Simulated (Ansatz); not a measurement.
```xyz
12
Lattice="6.039 0.000 0.000 0.000 6.060 0.000 -0.008 0.000 6.128" Properties=species:S:1:pos:R:3 pbc="T T T" subject="H6PbCBr3N (Pm): spin-orbit coupling beyond the local functionals" method="DFT, HSE06 with spin-orbit coupling, plane waves, PAW (and 1 further level or step)" program="Ansatz 0.2.0" settings_of_one_run="cutoff 420 eV, 2×2×2 k-mesh, default PAW, PAW set soft 2" cost="2 runs, 97 s in all on 1 × NVIDIA H100 80GB HBM3 (shared by 6 runs) with 3 threads of AMD EPYC 7R13 (Zen 3), shared host (the runs of this entry)" notes="The cell and positions are those that the Materials Project relaxed with its own functionals (PBE, PBE+U or r2SCAN), kept fixed." hse06="2.77 eV" hse06_soc="1.53 eV"
H     1.311    5.224    5.933
H     1.072    0.000    1.217
H     4.982    5.163    0.378
H     5.243    0.000    4.974
H     4.982    0.897    0.378
H     1.311    0.836    5.933
Pb    2.866    3.030    2.929
C     5.411    0.000    6.058
Br    2.589    3.030    5.961
Br    2.622    0.000    3.142
Br    5.833    3.030    2.701
N     0.849    0.000    0.199
```

[Paths, hosts, dates, memory and timing lines, banners, echoed tables and standing remarks are left out of the program output.]

[Logs are printed without paths, hosts, clocks, repeated set-up lines and the standing remarks that a program may print on its own settings, such as how far it seeks lower states.]

[Runs of the session that timed out or met a known fault of the program may be left out.]

[Cells called generated may have been cut or substituted from an entry of the Crystallography Open Database or the Materials Project.]

[Hosts, paths, dates, database ids (printed as entryN), source tags and the programs' standing remarks are cut or masked in the printed files.]
